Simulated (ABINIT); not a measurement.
# Quasiparticle gap of PbO (P4/nmm) in ABINIT, part 3 of 3

Aim: the G0W0 gap of PbO (P4/nmm) on PBE, step by step.

ABINIT 10.8.3; PBE and many-body steps on it, plane waves. Known limits of the many-body steps: not at the basis limit; no spin-orbit coupling; coarse k mesh.

So far. Step 3 (Bands along the symmetry lines): The gap is 1.125 eV, −0.001 eV from the run before at this level. Step 4 (Empty states on the mesh, 4×4×2 mesh, 90 bands): On this mesh the gap is 1.126 eV.

The database entry behind the starting cell differs from later determinations by our own check (c about 1 % long), so it need not match the best structure at ambient conditions.

### Step 5. Screening, 4×4×2 mesh, 82 bands, screening to 98 eV

The RPA dielectric matrix is built and inverted for each q.

This step: RPA screening on PBE, plane waves, norm-conserving pseudopotentials.

run.abi reads:

```
acell 3*1.0 Angstrom
rprim 
  3.960000000000 0.000000000000 0.000000000000
  0.000000000000 3.960000000000 0.000000000000
  0.000000000000 0.000000000000 5.070000000000
ntypat 2
znucl 82 8
natom 4
typat 1 1 2 2
xred 
  0.000000000000 0.500000000000 0.238990104021
  0.500000000000 0.000000000000 0.761009895979
  0.000000000000 0.000000000000 0.000000000000
  0.500000000000 0.500000000000 0.000000000000
pp_dirpath "pseudos"
pseudos "Pb.upf, O.upf"
ecut 42
ngkpt 4 4 2
nshiftk 1
shiftk 0 0 0
kptopt 1
chksymbreak 0
istwfk *1
occopt 1
irdwfk 1
optdriver 3
nband 82
ecuteps 3.6
inclvkb 2
awtr 1
symchi 1
indata_prefix "in"
outdata_prefix "out"
tmpdata_prefix "tmp"
```

Started as:

```sh
> OMP_NUM_THREADS=1 mpirun -n 4 abinit run.abi > log
```

Numbers of over 12 decimals in the logs are rounded to 6 here.

Output:

```text
.Version 10.8.3 of ABINIT. v10.8.2 released Aug 2026.

 Symmetries : space group P4/n m m (#129); Bravais tP (primitive tetrag.)
[... echo of the input left out ...]
== DATASET  1 ==================================================================
-   mpi_nproc: 4, omp_nthreads: 1 (-1 if OMP is not activated)

--- !DatasetInfo
iteration_state: {dtset: 1, }
dimensions: {natom: 4, nkpt: 12, mband: 82, nsppol: 1, nspinor: 1, nspden: 1, mpw: 7032, }
cutoff_energies: {ecut:  42.0, pawecutdg:  -1.0, }
electrons: {nelect:   5.60000000E+01, charge:   0.00000000E+00, occopt:   1.00000000E+00, tsmear:   1.00000000E-02, }

 SCREENING: Calculation of the susceptibility and dielectric matrices

 Based on a program developped by R.W. Godby, V. Olevano, G. Onida, and L. Reining.
 Incorporated in ABINIT by V. Olevano, G.-M. Rignanese, and M. Torrent.
.Using double precision arithmetic ; gwpc =  8

[... cell and pseudopotentials left out ...]
--------------------------------------------------------------------------------

 ==== K-mesh for the wavefunctions ====
 Number of points in the irreducible wedge :    12
[... list of points left out ...]
 Together with 16 symmetry operations and time-reversal symmetry
 yields    32 points in the full Brillouin Zone.

 ==== Q-mesh for the screening function ====
 Number of points in the irreducible wedge :    12
[... list of points left out ...]
 Together with 16 symmetry operations and time-reversal symmetry
 yields    32 points in the full Brillouin Zone.

 setmesh: FFT mesh size selected  =    30x   30x   40
          total number of points  =        36000

 vcoul_init : cutoff-mode = AUXILIARY_FUNCTION
 q-points for optical limit:   1
     1)      0.000010    0.000020    0.000030

- screening: taking advantage of time-reversal symmetry
- Maximum band index for partially occupied states nbvw = 28
- Remaining bands to be divided among processors   nbcw = 54
- Number of bands treated by each node ~13

 Number of electrons calculated from density =   56.0000; Expected =   56.0000
 average of density, n =  0.104374
 r_s =    1.3176
 omega_plasma =   31.1639 [eV]

 calculating chi0 at frequencies [eV] :
  1    0.000000E+00    0.000000E+00
  2    0.000000E+00    3.116392E+01

--------------------------------------------------------------------------------
  q-point number  1        q = ( 0.000000, 0.000000, 0.000000) [r.l.u.]
--------------------------------------------------------------------------------
[... chi0 elements left out ...]
 For q-point:  0.000010 0.000020 0.000030
  dielectric constant =   6.4799
  dielectric constant without local fields =   7.2782

  Average fulfillment of the sum rule on Im[epsilon] for q-point    1 :     42.42  [%]
[... wings left out ...]
  q-point number  2        q = ( 0.250000, 0.000000, 0.000000) [r.l.u.]
--------------------------------------------------------------------------------
[... chi0 elements left out ...]
  Average fulfillment of the sum rule on Im[epsilon] for q-point    2 :     57.88  [%]

 [... 10 further q-points ...]
```

Run time: 55 s. Hardware: 4 MPI ranks of AMD EPYC 7R43, shared host; peak memory 1.8 GiB; 3.6 min of CPU time.

Numbers from this step:

- ε∞ with local fields, on this mesh, along the program's q direction: 6.480
- the same without local fields: 7.278
- plasma frequency: 31.16 eV
- plane waves in the screening matrix: 165

Local fields lower ε∞ by 11 %. On a Γ-centred mesh this coarse the value itself is usually too large, while a short band sum pulls it down.

### Step 6. Self-energy, 4×4×2 mesh, 82 bands, screening to 98 eV

The self-energy is evaluated for the states that the input lists, and the levels follow from it, in one-shot runs by the linearised quasiparticle equation.

This step: G0W0 on PBE, plane waves, norm-conserving pseudopotentials.

run.abi: that of step 5 with these lines changed.

```diff
@@ -25,8 +25,17 @@
 irdwfk 1
-optdriver 3
+optdriver 4
 nband 82
+gwcalctyp 0
+ecutsigx 42
+symsigma 1
+nkptgw 2
+kptgw 
+  0.0000000000 0.0000000000 0.0000000000
+  0.5000000000 0.5000000000 0.0000000000
+bdgw 
+  26 30
+  27 30
 ecuteps 3.6
-inclvkb 2
-awtr 1
-symchi 1
+irdscr 1
+ppmodel 1
 indata_prefix "in"
```

Output:

```text
.Version 10.8.3 of ABINIT. v10.8.2 released Aug 2026.

 Symmetries : space group P4/n m m (#129); Bravais tP (primitive tetrag.)
[... echo of the input left out ...]
== DATASET  1 ==================================================================
-   mpi_nproc: 4, omp_nthreads: 1 (-1 if OMP is not activated)

--- !DatasetInfo
iteration_state: {dtset: 1, }
dimensions: {natom: 4, nkpt: 12, mband: 82, nsppol: 1, nspinor: 1, nspden: 1, mpw: 7032, }
cutoff_energies: {ecut:  42.0, pawecutdg:  -1.0, }
electrons: {nelect:   5.60000000E+01, charge:   0.00000000E+00, occopt:   1.00000000E+00, tsmear:   1.00000000E-02, }

 SIGMA: Calculation of the GW corrections

 Based on a program developped by R.W. Godby, V. Olevano, G. Onida, and L. Reining.
 Incorporated in ABINIT by V. Olevano, G.-M. Rignanese, and M. Torrent.
.Using double precision arithmetic ; gwpc =  8

[... cell and pseudopotentials left out ...]
--------------------------------------------------------------------------------

 ==== K-mesh for the wavefunctions ====
 Number of points in the irreducible wedge :    12
[... list of points left out ...]
 Together with 16 symmetry operations and time-reversal symmetry
 yields    32 points in the full Brillouin Zone.

 ==== Q-mesh for screening function ====
 Number of points in the irreducible wedge :    12
[... list of points left out ...]
 Together with 16 symmetry operations and time-reversal symmetry
 yields    32 points in the full Brillouin Zone.

 vcoul_init : cutoff-mode = AUXILIARY_FUNCTION
 q-points for optical limit:   1
     1)      0.000010    0.000020    0.000030
 setmesh: FFT mesh size selected  =    48x   48x   60
          total number of points  =       138240

 Number of electrons calculated from density =   56.0000; Expected =   56.0000
 average of density, n =  0.104374
 r_s =    1.3176
 omega_plasma =   31.1639 [eV]

 === KS Band Gaps ===
  >>>> For spin  1
   Minimum direct gap =   2.1149 [eV], located at k-point      :   0.5000  0.5000  0.0000
   Fundamental gap    =   1.1262 [eV], Top of valence bands at :   0.0000  0.0000  0.0000
                                       Bottom of conduction at :   0.5000  0.5000  0.0000
 SIGMA fundamental parameters:
 PLASMON POLE MODEL  1
 number of plane-waves for SigmaX                 6975
 number of plane-waves for SigmaC and W            165
 number of plane-waves for wavefunctions          6975
 number of bands                                    82
 number of independent spin polarizations            1
 number of spinorial components                      1
 number of k-points in IBZ                          12
 number of q-points in IBZ                          12
 number of symmetry operations                      16
 number of k-points in BZ                           32
 number of q-points in BZ                           32
 number of frequencies for dSigma/dE                 9
 frequency step for dSigma/dE [eV]                0.25
 number of omega for Sigma on real axis              0
 max omega for Sigma on real axis  [eV]           0.00
 zcut for avoiding poles [eV]                     0.10

 EPSILON^-1 parameters (SCR file):
 dimension of the eps^-1 matrix on file            165
 dimension of the eps^-1 matrix used               165
 number of plane-waves for wavefunctions          6975
 number of bands                                    82
 number of q-points in IBZ                          12
 number of frequencies                               2
 number of real frequencies                          1
 number of imag frequencies                          1

 matrix elements of self-energy operator (all in [eV])

 Perturbative Calculation

--- !SelfEnergy_ee
iteration_state: {dtset: 1, }
kpoint     : [   0.000,    0.000,    0.000, ]
spin       : 1
KS_gap     :    2.411
QP_gap     :    2.831
Delta_QP_KS:    0.420
data: !SigmaeeData |
     Band     E0 <VxcDFT>   SigX SigC(E0)      Z dSigC/dE  Sig(E)    E-E0       E
       26   5.510 -19.674 -24.500   5.204   0.762  -0.312 -19.386   0.289   5.799
       27   5.510 -19.674 -24.500   5.204   0.762  -0.312 -19.386   0.289   5.799
       28   7.102 -18.067 -20.547   2.914   0.793  -0.261 -17.722   0.345   7.447
       29   9.513 -12.427  -8.463  -3.050   0.836  -0.196 -11.663   0.764  10.278
       30  12.630 -11.343  -6.804  -3.538   0.836  -0.197 -10.506   0.837  13.466

--- !SelfEnergy_ee
iteration_state: {dtset: 1, }
kpoint     : [   0.500,    0.500,    0.000, ]
spin       : 1
KS_gap     :    2.115
QP_gap     :    2.048
Delta_QP_KS:   -0.067
data: !SigmaeeData |
     Band     E0 <VxcDFT>   SigX SigC(E0)      Z dSigC/dE  Sig(E)    E-E0       E
       27   6.114 -20.441 -25.102   5.206   0.762  -0.313 -20.026   0.415   6.528
       28   6.114 -20.441 -25.102   5.206   0.762  -0.313 -20.026   0.415   6.528
       29   8.228 -10.088  -6.818  -2.855   0.839  -0.192  -9.740   0.348   8.577
       30   8.228 -10.089  -6.818  -2.855   0.839  -0.192  -9.740   0.348   8.577

== END DATASET(S) ==============================================================
================================================================================

 -outvars: echo values of variables after computation  --------
           etotal      0.0000000000E+00
            nband          82
             nkpt          12
          spgroup         129
 [... the other variables as echoed above ...]

 Calculation completed.
```

The job ended after 11 s (4 MPI ranks; peak memory 1.5 GiB; 42 s of CPU time).

Numbers from this step:

| Quantity | Value |
| --- | --- |
| G0W0 gap on the points computed | 1.13 eV |
| starting gap on the mesh | 1.126 eV |
| k of the valence top | 0, 0, 0 |
| k of the conduction bottom | 0.5, 0.5, 0 |
| Z at the valence top | 0.793 |
| Z at the conduction bottom | 0.839 |
| least direct G0W0 gap on the computed points | 2.049 eV |

The gap on the mesh goes from 1.13 eV to 1.13 eV, a correction of +0.004 eV.

Limits: finite bands, cutoff and mesh; no spin-orbit coupling; coarse k mesh. v1 is the top filled band, c1 the lowest empty one. The levels before and after the correction (eV, zero at the valence-band top of each column):

|  | conduction bottom | valence top |
| --- | --- | --- |
| Kohn-Sham | 1.13 | 0.00 |
| G0W0 | 1.13 | 0.00 |

|  | level | energy (eV) |
| --- | --- | --- |
| Kohn-Sham | Γ v3-v2 | -1.592 |
| Kohn-Sham | Γ v1 | 0.000 |
| Kohn-Sham | Γ c1 | 2.411 |
| Kohn-Sham | Γ c2 | 5.527 |
| Kohn-Sham | (0.5 0.5 0) v2-v1 | -0.989 |
| Kohn-Sham | (0.5 0.5 0) c1-c2 | 1.126 |
| G0W0 | Γ v3-v2 | -1.648 |
| G0W0 | Γ v1 | 0.000 |
| G0W0 | Γ c1 | 2.831 |
| G0W0 | Γ c2 | 6.019 |
| G0W0 | (0.5 0.5 0) v2-v1 | -0.919 |
| G0W0 | (0.5 0.5 0) c1-c2 | 1.130 |

### Step 7. Where the time went

Times are wall times on 4 MPI ranks of AMD EPYC 7R43, shared host, good to a factor of about two.

| step | time | share | memory (GiB) |
| --- | --- | --- | --- |
| ground state | 80 s | 31 % | 0.48 |
| bands along the symmetry lines | 72 s | 27 % | 0.6 |
| empty states on the mesh | 44 s | 17 % | 0.46 |
| screening | 55 s | 21 % | 1.8 |
| self-energy | 11 s | 4 % | 1.5 |

### Step 8. Results

| Property | Result |
| --- | --- |
| PBE gap | 1.13 eV, indirect |
| G0W0 gap on the mesh | 1.13 eV |
| GW settings | 4×4×2 mesh, 82 bands, screening to 98 eV, Godby-Needs plasmon pole |
| known limits | not at the basis limit; no spin-orbit coupling; coarse k mesh |

**Reading.** G0W0 moves the gap on the mesh from 1.13 eV to 1.13 eV (+0.004 eV), with Z of 0.79 and 0.84 at the edges. Local fields lower the RPA ε∞ on this mesh from 7.28 to 6.48; a Γ-centred mesh this coarse tends to raise both, most where the direct gap is narrow, while a short band sum lowers them. Only 2 of the mesh's irreducible points were corrected, so a valley elsewhere could overtake. Bands and cutoff are finite, so the gap is not at the basis limit. The miss can reach some tenths of an eV and take either sign; the mesh is an error of its own. In the G0W0 run levels were corrected at 2 k points alone, so a gap called «on the mesh» is the least over those, and an edge elsewhere would be missed. The 4×4×2 mesh is coarse for this cell, which bears on the long-range parts of exchange and screening. Where an edge is built on 6p states of lead, bismuth or thallium, scalar-relativistic gaps usually stand too wide, by a few tenths to over one eV. The many-body steps are scalar-relativistic: spin-orbit coupling is not in them.

[Paths, hosts, dates, memory and timing lines, banners, echoed tables and standing remarks are left out of the program output.]

[Logs are printed without paths, hosts, clocks, repeated set-up lines and the standing remarks that a program may print on its own settings, such as how far it seeks lower states.]

[Runs of the session that timed out or met a known fault of the program may be left out.]

[Hosts, paths, dates, database ids (printed as entryN), source tags and the programs' standing remarks are cut or masked in the printed files.]

[G0W0 gaps are taken among the corrected bands and points alone; a level outside them can change the order at an edge.]

[Where Ansatz stands beside ABINIT at settings called matched, ABINIT's density can come from a denser mesh and the files from another edition; pairs whose starting gaps differed by over 0.03 eV were left out, so agreement reads better than it is.]
